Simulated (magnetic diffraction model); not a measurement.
# YbCuAg2Br6: what an assumed order does to the neutron pattern

Space group Fm-3m (no. 225), a = 10.5000 Å.

```csv
site,atom,x,y,z
4a,Yb,0,0,0
8c,Ag,1/4,3/4,3/4
24e,Br,0,0,0.7398
4b,Cu,1/2,0,0
```

This is a made-up structure (elements placed in a structure type, unrelaxed), so the numbers test the method and describe no known phase.

Only Yb is taken to order (form factors of Yb3+); orders and moment sizes are assumed, and not adapted to the symmetry. Radiation: neutrons of λ = 2.52 Å, 1.5° to 80°; isotropic B of 0.12 Å² (Yb), 0.12 Å² (Ag), 0.14 Å² (Br) and 0.18 Å² (Cu). The intensities are simulated: I ∝ L Σ (|F_N|² + |F_M⊥|²) for unpolarised neutrons, with F_M = 2.695 fm/μB × Σ f(s) S exp(2πi Q·r) exp(−B s²) at Q = H ± k (one set where k and −k are equivalent), only the part normal to Q counting and L = 1/(sin²θ cos θ). For collinear order S is the moment m, which repeats by lattice and centring translations R with the sign exp(−2πi k·R). Form factors are spin-only for 3d ions and dipole or tabulated for f ions, scattering lengths are Sears's of 1992, and absorption is left out. A label names one of the reflections at its angle. The strongest nuclear line in the range is 100, and lines under 0.2 are left out.

Assume the order k = (1 0 0), collinear moments along [001], 3.2 μB on Yb.

Predict the pattern, nuclear and magnetic parts apart.

```
2θ (°)    index  nuclear  magnetic
 13.78  (1 0 0)      0.0       6.7
 19.54  (0 1 1)      0.0       3.3
 23.99  (1 1 1)      0.5       0.0
 27.77  (2 0 0)     33.7       0.0
 31.13  (1 2 0)      0.0       3.1
 34.19  (2 1 1)      0.0       3.6
 39.68  (2 2 0)     24.9       0.0
 42.20  (3 0 0)      0.0       2.2
 44.60  (0 3 1)      0.0       1.2
 46.91  (3 1 1)      3.3       0.0
 49.13  (2 2 2)     34.0       0.0
 51.27  (3 2 0)      0.0       1.6
 53.36  (2 3 1)      0.0       2.2
 57.37  (4 0 0)    100.0       0.0
 59.31  (3 2 2)      0.0       1.8
 61.21  (4 1 1)      0.0       1.6
 63.08  (3 3 1)      5.4       0.0
 64.91  (4 2 0)     29.5       0.0
 66.72  (1 4 2)      0.0       1.2
 68.51  (2 3 3)      0.0       0.6
 72.01  (4 2 2)     18.2       0.0
 73.74  (5 0 0)      0.0       0.9
 75.45  (4 3 1)      0.0       1.9
 77.15  (5 1 1)      2.7       0.0
```

The strongest magnetic line in the range is (1 0 0) at 13.78° (6.7). On top of the Lorentz factor, which all lines share, magnetic lines fade with angle because f falls: for Yb3+ it is 0.97, 0.88, 0.76 and 0.51 at sin θ/λ = 0.1, 0.2, 0.3 and 0.5 Å⁻¹, while nuclear lengths stay constant. The order has no net moment.

[Logs are printed without paths, hosts, clocks, repeated set-up lines and the standing remarks that a program may print on its own settings, such as how far it seeks lower states.]
